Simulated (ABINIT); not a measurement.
# InH (P6_3/mmc): zone-centre phonons, part 3 of 3

Aim: the zone-centre modes of InH (P6_3/mmc).

ABINIT 10.8.3; DFT LDA, scalar-relativistic, plane waves, HGH norm-conserving pseudopotentials.

So far. Step 5 (Relaxing the cell and atoms): The volume changes by +1.9 % in this run and stands -37.3 % from the first cell. Step 7 (Zone-centre response): The acoustic modes at Γ come out as far as 0.4 cm⁻¹ from zero, where they should vanish, a small numerical error. The lowest optical mode is imaginary, 779i cm⁻¹, an instability at this level and on this k mesh. The relaxed cell has a = 3.571, c = 5.650 Å (conventional setting).

The structure was built from a prototype and need not be the compound's stable phase.

## 8. Zone-centre analysis

anaddb reads the merged derivatives and imposes the acoustic sum rule.

anaddb.abi reads:

```
ddb_filepath "gamma_DDB"
output_file "anaddb.abo"
outdata_prefix "anaddb"
asr 1
chneut 1
enunit 2
eivec 1
nph1l 1
qph1l 0.0 0.0 0.0 1.0
```

mrgddb.in reads:

```
gamma_DDB
merged
2
dfpt_gammao_DDB
gso_DDB
```

On the command line:

```console
$ mrgddb < mrgddb.in > mrgddb.log
$ OMP_NUM_THREADS=1 anaddb anaddb.abi > anaddb.log
```

anaddb.abo, the main output file:

```text
-outvars_anaddb: echo values of input variables ----------------------

 Miscellaneous information :
      enunit         2
       eivec         1
         asr         1
 First list of wavevector (reduced coord.) :
       nph1l         1
       qph1l
                     0.00000000E+00  0.00000000E+00  0.00000000E+00    1.000E+00

================================================================================

 read the DDB information and perform some checks

  ==== Info on the Cryst% object ====
 Real(R)+Recip(G) space primitive vectors, cartesian coordinates (Bohr,Bohr^-1):
 R(1)=  6.7488868  0.0000045  0.0000000  G(1)=  0.1481725  0.0855476  0.0000000
 R(2)= -3.3744473  5.8447052  0.0000000  G(2)= -0.0000001  0.1710950  0.0000000
 R(3)=  0.0000000  0.0000000 10.6777465  G(3)=  0.0000000  0.0000000  0.0936527
 Unit cell volume ucvol=  4.2118658E+02 bohr^3
 Angles (23,13,12)=  9.00000000E+01  9.00000000E+01  1.20000000E+02 degrees
 Time-reversal symmetry is present
 Reduced atomic positions [iatom, xred, symbol]:
    1)    0.3333333  0.6666667  0.2500000  In
    2)    0.6666667  0.3333333  0.7500000  In
    3)    0.6666667  0.3333333  0.2500000   H
    4)    0.3333333  0.6666667  0.7500000   H

 DDB file with 3 blocks has been read.

================================================================================

 Treat the first list of vectors

  Phonon wavevector (reduced coordinates) :  0.00000  0.00000  0.00000
 Phonon energies in Hartree :
  -3.548311E-03 -1.160360E-03 -4.022732E-04 -4.022732E-04  0.000000E+00
   0.000000E+00  0.000000E+00  3.966315E-04  2.172299E-03  2.172299E-03
   2.517787E-03  2.517787E-03
 Phonon energies in meV     :
- -9.655446E+01 -3.157500E+01 -1.094641E+01 -1.094641E+01  0.000000E+00
-  0.000000E+00  0.000000E+00  1.079289E+01  5.911126E+01  5.911126E+01
-  6.851247E+01  6.851247E+01
 Phonon frequencies in cm-1    :
- -7.787642E+02 -2.546695E+02 -8.828876E+01 -8.828876E+01  0.000000E+00
-  0.000000E+00  0.000000E+00  8.705055E+01  4.767645E+02  4.767645E+02
-  5.525903E+02  5.525903E+02
 Phonon frequencies in Thz     :
- -2.334676E+01 -7.634801E+00 -2.646830E+00 -2.646830E+00  0.000000E+00
-  0.000000E+00  0.000000E+00  2.609710E+00  1.429304E+01  1.429304E+01
-  1.656624E+01  1.656624E+01
 Phonon energies in Kelvin  :
- -1.120468E+03 -3.664126E+02 -1.270278E+02 -1.270278E+02  0.000000E+00
-  0.000000E+00  0.000000E+00  1.252463E+02  6.859577E+02  6.859577E+02
-  7.950541E+02  7.950541E+02

 Eigendisplacements
 (will be given, for each mode : in cartesian coordinates
   for each atom the real part of the displacement vector,
   then the imaginary part of the displacement vector - absolute values smaller than 1.0d-7 are set to zero)
  Mode number    1   Energy   -3.548311E-03
 Attention : low frequency mode.
   (Could be unstable or acoustic mode)
;  1  0.00000000E+00  0.00000000E+00  1.19809762E-04
;     0.00000000E+00  0.00000000E+00  0.00000000E+00
;  2  0.00000000E+00  0.00000000E+00 -1.19809762E-04
;     0.00000000E+00  0.00000000E+00  0.00000000E+00
;  3  0.00000000E+00  0.00000000E+00 -1.64467037E-02
;     0.00000000E+00  0.00000000E+00  0.00000000E+00
;  4  0.00000000E+00  0.00000000E+00  1.64467037E-02
;     0.00000000E+00  0.00000000E+00  0.00000000E+00
  Mode number    2   Energy   -1.160360E-03
 Attention : low frequency mode.
   (Could be unstable or acoustic mode)
;  1  0.00000000E+00  0.00000000E+00  1.44180583E-04
;     0.00000000E+00  0.00000000E+00  0.00000000E+00
;  2  0.00000000E+00  0.00000000E+00  1.44180583E-04
;     0.00000000E+00  0.00000000E+00  0.00000000E+00
;  3  0.00000000E+00  0.00000000E+00 -1.64244077E-02
;     0.00000000E+00  0.00000000E+00  0.00000000E+00
;  4  0.00000000E+00  0.00000000E+00 -1.64244077E-02
;     0.00000000E+00  0.00000000E+00  0.00000000E+00
  Mode number    3   Energy   -4.022732E-04
 Attention : low frequency mode.
   (Could be unstable or acoustic mode)
-  1  6.34717747E-04 -1.36706723E-03  0.00000000E+00
-     0.00000000E+00  0.00000000E+00  0.00000000E+00
-  2 -6.34717747E-04  1.36706723E-03  0.00000000E+00
-     0.00000000E+00  0.00000000E+00  0.00000000E+00
-  3  1.53824787E-03 -3.31310771E-03  0.00000000E+00
-     0.00000000E+00  0.00000000E+00  0.00000000E+00
-  4 -1.53824787E-03  3.31310771E-03  0.00000000E+00
-     0.00000000E+00  0.00000000E+00  0.00000000E+00
  Mode number    4   Energy   -4.022732E-04
 Attention : low frequency mode.
   (Could be unstable or acoustic mode)
-  1  1.36706723E-03  6.34717747E-04  0.00000000E+00
-     0.00000000E+00  0.00000000E+00  0.00000000E+00
-  2 -1.36706723E-03 -6.34717747E-04  0.00000000E+00
-     0.00000000E+00  0.00000000E+00  0.00000000E+00
-  3  3.31310771E-03  1.53824787E-03  0.00000000E+00
-     0.00000000E+00  0.00000000E+00  0.00000000E+00
-  4 -3.31310771E-03 -1.53824787E-03  0.00000000E+00
-     0.00000000E+00  0.00000000E+00  0.00000000E+00
  Mode number    5   Energy    0.000000E+00
 Attention : low frequency mode.
   (Could be unstable or acoustic mode)
-  1  0.00000000E+00  0.00000000E+00 -1.53885708E-03
-     0.00000000E+00  0.00000000E+00  0.00000000E+00
-  2  0.00000000E+00  0.00000000E+00 -1.53885708E-03
-     0.00000000E+00  0.00000000E+00  0.00000000E+00
-  3  0.00000000E+00  0.00000000E+00 -1.53885681E-03
-     0.00000000E+00  0.00000000E+00  0.00000000E+00
-  4  0.00000000E+00  0.00000000E+00 -1.53885681E-03
-     0.00000000E+00  0.00000000E+00  0.00000000E+00
  Mode number    6   Energy    0.000000E+00
 Attention : low frequency mode.
   (Could be unstable or acoustic mode)
-  1  0.00000000E+00 -1.53885709E-03  0.00000000E+00
-     0.00000000E+00  0.00000000E+00  0.00000000E+00
-  2  0.00000000E+00 -1.53885709E-03  0.00000000E+00
-     0.00000000E+00  0.00000000E+00  0.00000000E+00
-  3  0.00000000E+00 -1.53885550E-03  0.00000000E+00
-     0.00000000E+00  0.00000000E+00  0.00000000E+00
-  4  0.00000000E+00 -1.53885550E-03  0.00000000E+00
-     0.00000000E+00  0.00000000E+00  0.00000000E+00
  Mode number    7   Energy    0.000000E+00
 Attention : low frequency mode.
   (Could be unstable or acoustic mode)
-  1  1.53885709E-03  0.00000000E+00  0.00000000E+00
-     0.00000000E+00  0.00000000E+00  0.00000000E+00
-  2  1.53885709E-03  0.00000000E+00  0.00000000E+00
-     0.00000000E+00  0.00000000E+00  0.00000000E+00
-  3  1.53885550E-03  0.00000000E+00  0.00000000E+00
-     0.00000000E+00  0.00000000E+00  0.00000000E+00
-  4  1.53885550E-03  0.00000000E+00  0.00000000E+00
-     0.00000000E+00  0.00000000E+00  0.00000000E+00
  Mode number    8   Energy    3.966315E-04
;  1  0.00000000E+00  0.00000000E+00  1.54094606E-03
;     0.00000000E+00  0.00000000E+00  0.00000000E+00
;  2  0.00000000E+00  0.00000000E+00 -1.54094606E-03
;     0.00000000E+00  0.00000000E+00  0.00000000E+00
;  3  0.00000000E+00  0.00000000E+00  1.27874408E-03
;     0.00000000E+00  0.00000000E+00  0.00000000E+00
;  4  0.00000000E+00  0.00000000E+00 -1.27874408E-03
;     0.00000000E+00  0.00000000E+00  0.00000000E+00
  Mode number    9   Energy    2.172299E-03
-  1  3.02376030E-04  1.60307307E-04  0.00000000E+00
-     0.00000000E+00  0.00000000E+00  0.00000000E+00
-  2 -3.02376030E-04 -1.60307307E-04  0.00000000E+00
-     0.00000000E+00  0.00000000E+00  0.00000000E+00
-  3 -1.42129603E-02 -7.53512569E-03  0.00000000E+00
-     0.00000000E+00  0.00000000E+00  0.00000000E+00
-  4  1.42129603E-02  7.53512569E-03  0.00000000E+00
-     0.00000000E+00  0.00000000E+00  0.00000000E+00
  Mode number   10   Energy    2.172299E-03
-  1  1.60307307E-04 -3.02376030E-04  0.00000000E+00
-     0.00000000E+00  0.00000000E+00  0.00000000E+00
-  2 -1.60307307E-04  3.02376030E-04  0.00000000E+00
-     0.00000000E+00  0.00000000E+00  0.00000000E+00
-  3 -7.53512569E-03  1.42129603E-02  0.00000000E+00
-     0.00000000E+00  0.00000000E+00  0.00000000E+00
-  4  7.53512569E-03 -1.42129603E-02  0.00000000E+00
-     0.00000000E+00  0.00000000E+00  0.00000000E+00
  Mode number   11   Energy    2.517787E-03
-  1  1.27418294E-04  6.74728359E-05  0.00000000E+00
-     0.00000000E+00  0.00000000E+00  0.00000000E+00
-  2  1.27418294E-04  6.74728359E-05  0.00000000E+00
-     0.00000000E+00  0.00000000E+00  0.00000000E+00
-  3 -1.45149351E-02 -7.68621050E-03  0.00000000E+00
-     0.00000000E+00  0.00000000E+00  0.00000000E+00
-  4 -1.45149351E-02 -7.68621050E-03  0.00000000E+00
-     0.00000000E+00  0.00000000E+00  0.00000000E+00
  Mode number   12   Energy    2.517787E-03
-  1  6.74728359E-05 -1.27418294E-04  0.00000000E+00
-     0.00000000E+00  0.00000000E+00  0.00000000E+00
-  2  6.74728359E-05 -1.27418294E-04  0.00000000E+00
-     0.00000000E+00  0.00000000E+00  0.00000000E+00
-  3 -7.68621050E-03  1.45149351E-02  0.00000000E+00
-     0.00000000E+00  0.00000000E+00  0.00000000E+00
-  4 -7.68621050E-03  1.45149351E-02  0.00000000E+00
-     0.00000000E+00  0.00000000E+00  0.00000000E+00

 Analysis of degeneracies and characters (maximum tolerance=1.00E-06 a.u.)
 For each vibration mode, or group of modes if degenerate,
 the characters are given for each symmetry operation (see the list in the log file).
 Symmetry characters of vibration mode #   1
  1.0  1.0 -1.0 -1.0 -1.0 -1.0  1.0  1.0  1.0  1.0 -1.0 -1.0 -1.0 -1.0  1.0  1.0
  1.0  1.0 -1.0 -1.0 -1.0 -1.0  1.0  1.0
 Symmetry characters of vibration mode #   2
  1.0 -1.0  1.0 -1.0  1.0 -1.0  1.0 -1.0  1.0 -1.0  1.0 -1.0  1.0 -1.0  1.0 -1.0
  1.0 -1.0  1.0 -1.0  1.0 -1.0  1.0 -1.0
 Symmetry characters of vibration mode #   3
        degenerate with vibration mode #   4
  2.0  2.0  0.0  0.0 -1.0 -1.0  0.0  0.0 -1.0 -1.0 -0.0 -0.0  2.0  2.0  0.0  0.0
 -1.0 -1.0  0.0  0.0 -1.0 -1.0 -0.0 -0.0
 Symmetry characters of vibration mode #   5
       degenerate with vibration modes #   6 to    7
  3.0 -3.0  1.0 -1.0  2.0 -2.0  1.0 -1.0  0.0 -0.0  1.0 -1.0 -1.0  1.0  1.0 -1.0
  0.0 -0.0  1.0 -1.0  2.0 -2.0  1.0 -1.0
 Symmetry characters of vibration mode #   8
  1.0  1.0 -1.0 -1.0 -1.0 -1.0  1.0  1.0  1.0  1.0 -1.0 -1.0 -1.0 -1.0  1.0  1.0
  1.0  1.0 -1.0 -1.0 -1.0 -1.0  1.0  1.0
 Symmetry characters of vibration mode #   9
        degenerate with vibration mode #  10
  2.0  2.0 -0.0  0.0 -1.0 -1.0  0.0  0.0 -1.0 -1.0 -0.0 -0.0  2.0  2.0  0.0 -0.0
 -1.0 -1.0  0.0  0.0 -1.0 -1.0 -0.0 -0.0
 Symmetry characters of vibration mode #  11
        degenerate with vibration mode #  12
  2.0 -2.0 -0.0  0.0  1.0 -1.0  0.0 -0.0 -1.0  1.0  0.0 -0.0 -2.0  2.0  0.0 -0.0
 -1.0  1.0 -0.0  0.0  1.0 -1.0 -0.0  0.0
-
```

Wall time 0.51 s (1 thread of Arm Neoverse V1, shared host).

No LO-TO term; unit eigenvectors of the mass-weighted matrix, from anaddb's displacements. The modes at Γ (shares of kinetic energy by element, %) (negative means imaginary):

```csv
mode,frequency (cm⁻¹),In %,H %
1,-778.8,1,99
2,-254.7,1,99
3,-88.3,95,5
4,-88.3,95,5
5,0.0,99,1
6,0.0,99,1
7,0.0,99,1
8,87.1,99,1
9,476.8,5,95
10,476.8,5,95
11,552.6,1,99
12,552.6,1,99
```

Displacements in mode 1 (-778.8 cm⁻¹), the largest set to 1:
```
In1  0.00  0.00  0.01
In2  0.00  0.00 -0.01
H3   0.00  0.00 -1.00
H4   0.00  0.00  1.00
```

Displacements in mode 11 (552.6 cm⁻¹), the largest set to 1:
```
In1  0.01  0.00  0.00
In2  0.01  0.00  0.00
H3  -1.00 -0.53  0.00
H4  -1.00 -0.53  0.00
```

The rule moves no optical mode by more than 0.1 cm⁻¹.

## 9. Outcome

| Item | Value |
| --- | --- |
| space group after relaxation | P6_3/mmc |
| volume per atom | 15.6 Å³ |
| highest optical zone-centre mode (no LO-TO term) | 552.6 cm⁻¹ |
| lowest optical zone-centre mode | -778.8 cm⁻¹ |
| imaginary optical modes at the zone centre (no q mesh in this session) | yes |

In words: At the LDA level the optical modes of InH (P6_3/mmc) at the zone centre run from 779i to 553 cm⁻¹, so the structure is a saddle point, with 4 modes beyond 10i cm⁻¹ there. These are harmonic frequencies at zero temperature: anharmonic shifts and linewidths and thermal expansion are left out. The HGH files keep few electrons and have no core correction, which is cheap but rough for In. In a metal the frequencies hang on the k mesh and the smearing, most of all near Kohn anomalies. The structure is a hypothetical one, built on a prototype.

[Host names and launcher messages were left out of these logs when they were recorded.]

[Logs are printed without paths, hosts, clocks, repeated set-up lines and the standing remarks that a program may print on its own settings, such as how far it seeks lower states.]

[Hosts, paths, dates, database ids (printed as entryN), source tags and the programs' standing remarks are cut or masked in the printed files.]
